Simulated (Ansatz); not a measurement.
# B on Pd(100): change of the work function, part 4 of 5

Wanted: Δφ(θ) for B/Pd(100), starting from the top site.

Ansatz 0.2.0; plane-wave DFT, PBE, Ansatz PAW (the session's first sound run).

So far, work function, upper face (eV): step 2 (the clean slab) 5.10; step 3 (37 atoms, coverage 0.111 ML, cell 3x3) 5.18; step 4 (17 atoms, coverage 0.25 ML, cell 2x2) 5.25; step 5 (18 atoms, coverage 0.5 ML, cell 2x2) 5.38.

## Step 6: Adsorbate added, k-mesh 11×11×1, coverage 1 ML

System of this step: BPd4 (B/Pd(100)). The cell holds 5 atoms: 4 Pd and 1 B. Cell: a = 2.751 Å, b = 2.751 Å, c = 26.162 Å, α = 90.0°, β = 90.0°, γ = 90.0°. Vacuum lies along c.

Another coverage, to see how the dipoles act on each other as their distance changes.

The input, input.yaml:

```yaml
crystal:
  lattice:
    - [2.7506453788, 0.0, 0.0]
    - [0.0, 2.7506453788, 0.0]
    - [0.0, 0.0, 26.1622539434]
  atoms:
    - { symbol: Pd, position: [0.5, 0.5, 0.3440070576] }
    - { symbol: Pd, position: [0.0, 0.0, 0.4183508051] }
    - { symbol: Pd, position: [0.5, 0.5, 0.4949863885] }
    - { symbol: Pd, position: [0.0, 0.0, 0.5707556381] }
    - { symbol: B, position: [0.0, 0.0, 0.6559929424] }
kpoints:
  mp_grid: { grid: [11, 11, 1] }
hamiltonian:
  xc: pbe
scf:
  occupations: { method: fermi_dirac, width: 0.1 }
  convergence: { dr2_threshold: 1.0e-08 }
efield:
  axis: 3
  dipole_correction: true
  ramp_position: 0.97
  ramp_width: 0.06
relax:
  f_tol: 0.02
  max_steps: 60
  constraints: [{ sites: [0, 1] }]
output:
  bader: true
  write_potential: true
  write_density: true
  volumetric_format: npy
```

The run is started by

```console
> ansatz run input.yaml --threads 4 --pin off --max-ram 12288MiB --backend cpu --events-out ev --progress --plain --runs-dir out
```

Numbers of over 12 decimals in the logs are rounded to 6 here.

The program printed:

```text
[...]
Crystal: 5 atoms, lattice volume = 197.945 Å³
Basis set: ecut = 420 eV, 3963 PW (Γ), exchange–correlation on 40×40×360 points (8 copies of the dense FFT grid, shifted against one another)
Bands: 45, of which v1, the nominal top of the filled ones, is band 38 counted from 1 (37 counted from 0)
Symmetry: 8 space group operations
[...]
- { symbol: Pd, position: [0.5, 0.5, 0.495955] }
    - { symbol: Pd, position: [0, 0.0, 0.575048] }
    - { symbol: B, position: [0, 0.0, 0.645859] }
--- Bader charges: 5 sites ---
  site symbol  charge [e]  shift [e]
     0     Pd     -0.0247     0.0000
     1     Pd      0.0224     0.0000
     2     Pd     -0.0633     0.0000
     3     Pd     -0.4157     0.0002
     4      B      0.4813     0.0002
  estimated error of the sums over rays = 3.5e-4 e
[key lines of the parts left out:]
SCF converged after 8 iterations
Free energy (F): -28043.846818 eV
Fermi energy:    2.743484 eV
Dipole field:    D = -0.025913 V/Å  (p = -0.028347 e·Å, saw-weighted, corrected)
Work function:   Φ+ = 5.7680 eV   Φ− = 5.0900 eV
```

Run time: 28 s. Hardware: 4 threads of Arm Neoverse V2, shared host; peak memory 0.54 GiB; 1.8 min of CPU time.

Step by step:

| step | energy less that of the first step (eV) | largest force component (eV/Å) |
| --- | --- | --- |
| 1 | 0.0000 | 2.3012 |
| 2 | -0.4861 | 1.2693 |
| 3 | -0.4315 | 2.5269 |
| 4 | -0.5593 | 0.4990 |
| 5 | -0.5670 | 0.1463 |
| 6 | -0.5676 | 0.0007 |

Relaxation step 3 was tried and not accepted.

The run keeps the 8 symmetry operations that it works with, so distortions that break them were not tested.

The atoms that moved most (Å):

```csv
atom,dx,dy,dz,length
B5,0.000,0.000,-0.265,0.265
Pd4,0.000,0.000,0.112,0.112
Pd3,0.000,0.000,0.025,0.025
```

The relaxed structure:

```xyz
5
Lattice="2.7506 0.0000 0.0000 0.0000 2.7506 0.0000 0.0000 0.0000 26.1623" Properties=species:S:1:pos:R:3
Pd    1.3753    1.3753    9.0000
Pd    0.0000    0.0000   10.9450
Pd    1.3753    1.3753   12.9753
Pd    0.0000    0.0000   15.0446
B     0.0000    0.0000   16.8971
```

Running mean over 1.945 Å of the planar mean; the ramp of the sawtooth is left out. Table of electron's electrostatic potential energy less the Fermi level by z:

z (Å), electron's electrostatic potential energy less the Fermi level (eV) and a bar from the least value:
```
      3.5       5.09 #############################
      4.0       5.09 #############################
      4.5       5.09 #############################
      5.0       5.09 #############################
      5.5       5.08 #############################
      6.0       5.05 ############################
      6.5       4.94 ############################
      7.0       4.52 ###########################
      7.5       2.69 ########################
      8.0      -1.68 ##############
      8.5      -6.19 #####
      9.0      -8.09 #
      9.5      -8.39 
     10.0      -8.44 
     10.5      -8.47 
     11.0      -8.41 
     11.5      -7.99 #
     12.0      -7.72 ##
     12.5      -8.08 #
     13.0      -8.42 
     13.5      -8.02 #
     14.0      -7.65 ##
     14.5      -8.12 #
     15.0      -8.53 
     15.5      -7.71 ##
     16.0      -6.03 #####
     16.5      -3.74 ##########
     17.0      -2.16 #############
     17.5      -0.65 #################
     18.0       2.49 #######################
     18.5       4.84 ############################
     19.0       5.54 ##############################
     19.5       5.71 ##############################
     20.0       5.76 ##############################
     20.5       5.77 ##############################
     21.0       5.77 ##############################
     21.5       5.77 ##############################
     22.0       5.77 ##############################
     22.5       5.77 ##############################
     23.0       5.77 ##############################
```

The relaxation took 6 steps and lowered the energy by 0.57 eV; the largest force on the free atoms ends at 7.2e-4 eV/Å.

The covered face has 5.77 eV, +0.66 eV against the clean one; the bare back face has moved by -0.01 eV, a measure of how thin the slab is.

## Step 7: Work function against coverage

This step: plane-wave DFT, PBE, Ansatz PAW; work function against coverage (Ansatz 0.2.0).

The runs are now put side by side.

This step gave:

* work function of the clean face: 5.104 eV
* largest change of the work function: 0.6637 eV

The work function of the covered face by coverage:

```
coverage (adsorbates/nm²)  work function of the covered face (eV)
                     0.00                                    5.10
                     1.47                                    5.18
                     3.30                                    5.25
                     6.61                                    5.38
                    13.22                                    5.77
```

The dipole per adsorbate comes from the change of the cell's dipole. Coverage, by row:

| coverage (1/nm²) | coverage (ML) | work function (eV) | change (eV) | dipole per adsorbate, positive end outwards (debye) | mean height of the added atoms over the highest substrate atom (Å) |
| --- | --- | --- | --- | --- | --- |
| 1.468 | 0.1111 | 5.176 | 0.07179 | -0.143 | 1.798 |
| 3.304 | 0.25 | 5.25 | 0.1452 | -0.125 | 1.73 |
| 6.608 | 0.5 | 5.381 | 0.2771 | -0.115 | 1.636 |
| 13.22 | 1 | 5.768 | 0.6637 | -0.136 | 1.853 |

## Step 8: The 0.25 ML cell at another level of theory, cutoff 420 eV, functional RPBE

This step: plane-wave DFT, RPBE, Ansatz PAW (Ansatz 0.2.0).

System of this step: BPd16 (B/Pd(100)). The cell holds 17 atoms: 16 Pd and 1 B. Its edges and angles: a = 5.501 Å, b = 5.501 Å, c = 26.162 Å, α = 90.0°, β = 90.0°, γ = 90.0°. Vacuum lies along c.

The geometry is kept and the functional is RPBE.

The input, input.yaml:

```yaml
crystal:
  lattice:
    - [5.5012907576, 0.0, 0.0]
    - [0.0, 5.5012907576, 0.0]
    - [0.0, 0.0, 26.1622539434]
  atoms:
    - { symbol: Pd, position: [0.25, 0.25, 0.3440070576] }
    - { symbol: Pd, position: [0.0, 0.0, 0.4183508051] }
    - { symbol: Pd, position: [0.250924082, 0.250924082, 0.4952919359] }
    - { symbol: Pd, position: [0.0, 0.0, 0.5706026888] }
    - { symbol: Pd, position: [0.25, 0.75, 0.3440070576] }
    - { symbol: Pd, position: [0.0, 0.5, 0.4183508051] }
    - { symbol: Pd, position: [0.250924082, 0.749075918, 0.4952919359] }
    - { symbol: Pd, position: [0.0, 0.5, 0.5731982123] }
    - { symbol: Pd, position: [0.75, 0.25, 0.3440070576] }
    - { symbol: Pd, position: [0.5, 0.0, 0.4183508051] }
    - { symbol: Pd, position: [0.749075918, 0.250924082, 0.4952919359] }
    - { symbol: Pd, position: [0.5, 0.0, 0.5731982123] }
    - { symbol: Pd, position: [0.75, 0.75, 0.3440070576] }
    - { symbol: Pd, position: [0.5, 0.5, 0.4183508051] }
    - { symbol: Pd, position: [0.749075918, 0.749075918, 0.4952919359] }
    - { symbol: Pd, position: [0.5, 0.5, 0.5715713411] }
    - { symbol: B, position: [0.0, 0.0, 0.6393238312] }
kpoints:
  mp_grid: { grid: [6, 6, 1] }
hamiltonian:
  xc: rpbe
scf:
  occupations: { method: fermi_dirac, width: 0.1 }
  convergence: { dr2_threshold: 1.0e-08 }
efield:
  axis: 3
  dipole_correction: true
  ramp_position: 0.97
  ramp_width: 0.06
output:
  write_potential: true
  write_density: true
  volumetric_format: npy
```

The program printed:

```text
[...]
Crystal: 17 atoms, lattice volume = 791.780 Å³
Basis set: ecut = 420 eV, 15451 PW (Γ)
Bands: 175, of which v1, the nominal top of the filled ones, is band 146 counted from 1 (145 counted from 0)
Symmetry: 8 space group operations
[...]
k-points: 10 of 36
[...]
SCF iter   1: F=—  HF=-111840.028557 eV  |F-HF|=—  |Δ(HF+E_count)|=         —  Δρ=1.42e-2  dr2=1.46e1  ethr=1.77e-3  p=-0.060 e·Å  D=-1.38e-2 V/Å  ΔV_dip=0.36 eV  dr2_dipole=3.61e0  V_vac-E_F(+/−)=5.27/4.91 eV  ⟨swp⟩=7.3  Hψ=7590  notcnv=0  defer=65
[...]
SCF iter  13: F=-111839.728886 eV  HF=-111839.728886 eV  |F-HF|=4.37e-9  |Δ(HF+E_count)|=   3.45e-8  Δρ=5.41e-7  dr2=7.32e-9  ethr=3.44e-12  p=-0.039 e·Å  D=-8.96e-3 V/Å  ΔV_dip=0.23 eV  dr2_dipole=1.64e-10  V_vac-E_F(+/−)=5.13/4.90 eV  ⟨swp⟩=17.7  Hψ=6671  notcnv=0
SCF 1 converged in 13 iterations: F = -111839.728886 eV  dr2 = 7.32e-9
[...]
SCF converged after 13 iterations
Free energy (F): -111839.728886 eV
[...]
Internal energy: -111838.755491 eV  (E = F + TS)
E sigma→0 (E₀):  -111839.242188 eV
Entropy (-TS):   -0.973395 eV (-57.259 meV/atom)
Fermi energy:    2.580423 eV
Dipole field:    D = -0.008968 V/Å  (p = -0.039242 e·Å, saw-weighted, corrected)
Work function:   Φ+ = 5.1312 eV   Φ− = 4.8965 eV
[...]
--- Band table (eV; the first three rows and the last of 10) ---
  k-point 0: bands = [... 142 lower, 2.6474, 2.6474, 2.9344, 2.9499, 3.0925, 3.2257, 3.7414, 3.7414, ... 25 higher]
  k-point 1: bands = [... 142 lower, 2.5669, 2.6796, 2.7035, 2.7248, 2.8294, 2.9808, 3.0001, 3.3507, ... 25 higher]
  k-point 2: bands = [... 142 lower, 2.4542, 2.4798, 2.5244, 2.5310, 2.6280, 2.6791, 2.7065, 2.8669, ... 25 higher]
  k-point 9: bands = [... 142 lower, 2.0102, 2.0361, 2.2163, 2.5096, 2.5096, 2.5322, 2.5401, 3.1124, ... 25 higher]
```

The job ended after 54 s (4 threads; peak memory 3.2 GiB; 3.5 min of CPU time).

Numbers from this step:

```
energy at zero smearing        : -111839.2422 eV
work function, upper face      : 5.131 eV
work function, lower face      : 4.897 eV
dipole along the normal        : -0.03924 e·Å
step between the vacuum levels : 0.2346 eV
```

The work function comes to 5.13 eV, -0.12 eV from the first level.

## Step 9: The 0.25 ML cell at another level of theory, cutoff 500 eV, functional r2SCAN

This step: plane-wave DFT, r2SCAN, Ansatz PAW (Ansatz 0.2.0).

The geometry is kept and the functional is r2SCAN; other changes against the main runs: cutoff 420 → 500.

Edit input.yaml of step 8 so:

```diff
@@ -26,3 +26,3 @@
 hamiltonian:
-  xc: rpbe
+  xc: r2scan
 scf:
```

The program printed:

```text
[...]
Crystal: 17 atoms, lattice volume = 791.780 Å³
Basis set: ecut = 500 eV, 20035 PW (Γ), exchange–correlation on 180×180×768 points (64 copies of the dense FFT grid, shifted against one another)
Bands: 175, of which v1, the nominal top of the filled ones, is band 146 counted from 1 (145 counted from 0)
Symmetry: 8 space group operations
[...]
k-points: 10 of 36
[...]
SCF iter   1: F=—  HF=-111920.380197 eV  |F-HF|=—  |Δ(HF+E_count)|=         —  Δρ=1.69e-2  dr2=1.09e1  dr2_τ=2.50e-1  ethr=1.77e-3  p=-0.060 e·Å  D=-1.38e-2 V/Å  ΔV_dip=0.36 eV  dr2_dipole=2.14e0  V_vac-E_F(+/−)=5.66/5.30 eV  ⟨swp⟩=7.2  Hψ=7718  notcnv=0  defer=81
[...]
SCF iter  19: F=-111920.299614 eV  HF=-111920.299614 eV  |F-HF|=2.07e-9  |Δ(HF+E_count)|=  7.86e-10  Δρ=1.71e-7  dr2=8.81e-10  dr2_τ=1.55e-11  ethr=1.00e-12  p=-0.031 e·Å  D=-7.09e-3 V/Å  ΔV_dip=0.19 eV  dr2_dipole=1.11e-10  V_vac-E_F(+/−)=5.27/5.08 eV  ⟨swp⟩=7.0  Hψ=3756  notcnv=0
SCF 1 converged in 19 iterations: F = -111920.299614 eV  dr2 = 8.81e-10
[...]
SCF converged after 19 iterations
an eigenvalue changed by more than its tolerance at an iteration that met the thresholds in force, so the SCF went on 2 times, its first undamped step at iteration 15: the last check found none over its tolerance
Free energy (F): -111920.299614 eV
[...]
Internal energy: -111919.383567 eV  (E = F + TS)
E sigma→0 (E₀):  -111919.841590 eV
Entropy (-TS):   -0.916047 eV (-53.885 meV/atom)
Fermi energy:    2.370291 eV
Dipole field:    D = -0.007084 V/Å  (p = -0.030995 e·Å, saw-weighted, corrected)
Work function:   Φ+ = 5.2669 eV   Φ− = 5.0815 eV
[...]
--- Band table (eV; the first three rows and the last of 10) ---
  k-point 0: bands = [... 142 lower, 2.4363, 2.4363, 2.7439, 2.7613, 2.9002, 3.0513, 3.6663, 3.6663, ... 25 higher]
  k-point 1: bands = [... 142 lower, 2.3887, 2.4647, 2.5102, 2.5307, 2.6549, 2.8203, 2.8792, 3.2407, ... 25 higher]
  k-point 2: bands = [... 142 lower, 2.2251, 2.2575, 2.2938, 2.3129, 2.4239, 2.4619, 2.5089, 2.7337, ... 25 higher]
  k-point 9: bands = [... 142 lower, 1.7755, 1.8092, 2.0036, 2.2998, 2.2998, 2.3215, 2.3294, 2.9674, ... 25 higher]
```

Run time: 2.7 min. Hardware: 4 threads; peak memory 5 GiB; 11 min of CPU time.

This step gave:

```yaml
energy_at_zero_smearing: -111919.8416 eV
work_function_upper_face: 5.267 eV
work_function_lower_face: 5.082 eV
dipole_along_the_normal: -0.03100 e·Å
step_between_the_vacuum_levels: 0.1853 eV
```

The work function comes to 5.27 eV, +0.02 eV from the first level.

## Step 10: The 0.25 ML cell at another level of theory, cutoff 420 eV, functional LDA

This step: plane-wave DFT, LDA, Ansatz PAW (Ansatz 0.2.0).

The geometry is kept and the functional is LDA.

Edit input.yaml of step 9 so:

```diff
@@ -26,3 +26,3 @@
 hamiltonian:
-  xc: r2scan
+  xc: lda
 scf:
```

The program printed:

```text
[...]
Crystal: 17 atoms, lattice volume = 791.780 Å³
Basis set: ecut = 420 eV, 15451 PW (Γ)
Bands: 175, of which v1, the nominal top of the filled ones, is band 146 counted from 1 (145 counted from 0)
Symmetry: 8 space group operations
[...]
k-points: 10 of 36
[...]
k-point 0: bands = [... 142 lower, 2.1711, 2.1711, 2.4513, 2.4669, 2.6168, 2.7430, 3.2142, 3.2142, ... 25 higher]
  k-point 1: bands = [... 142 lower, 2.0707, 2.2056, 2.2137, 2.2373, 2.3199, 2.4601, 2.5125, 2.8267, ... 25 higher]
  k-point 2: bands = [... 142 lower, 1.9812, 2.0014, 2.0534, 2.0550, 2.1428, 2.2061, 2.2213, 2.3431, ... 25 higher]
  k-point 9: bands = [... 142 lower, 1.5164, 1.5386, 1.7403, 2.0273, 2.0273, 2.0510, 2.0591, 2.5781, ... 25 higher]
[key lines of the parts left out:]
SCF converged after 13 iterations
Free energy (F): -109652.759509 eV
Fermi energy:    2.096075 eV
Dipole field:    D = -0.000183 V/Å  (p = -0.000802 e·Å, saw-weighted, corrected)
Work function:   Φ+ = 5.5119 eV   Φ− = 5.5072 eV
```

Wall time 52 s (4 threads); peak memory 3.1 GiB.

The work function comes to 5.51 eV, +0.26 eV from the first level.

## Step 11: Comparing the runs

Times are for 4 threads of Arm Neoverse V2, shared host. The runs compared:

```
no.  functional  work function, upper face (eV)  dipole along the normal (e·Å)     time  memory (GiB)
  1        rpbe                           5.131                       -0.03924     54 s           3.2
  2      r2scan                           5.267                       -0.03100  2.7 min           5.0
  3         lda                           5.512                       -8.02e-4     52 s           3.1
```

(Part 4 of 5 ends here.)

[Logs are printed without paths, hosts, clocks, repeated set-up lines and the standing remarks that a program may print on its own settings, such as how far it seeks lower states.]

[Hosts, paths, dates, database ids (printed as entryN), source tags and the programs' standing remarks are cut or masked in the printed files.]

[Maps of the electrostatic potential energy from Ansatz leave out the sawtooth potential of an applied field or a dipole correction, so their vacuum need not be flat; planar profiles and work functions include it.]
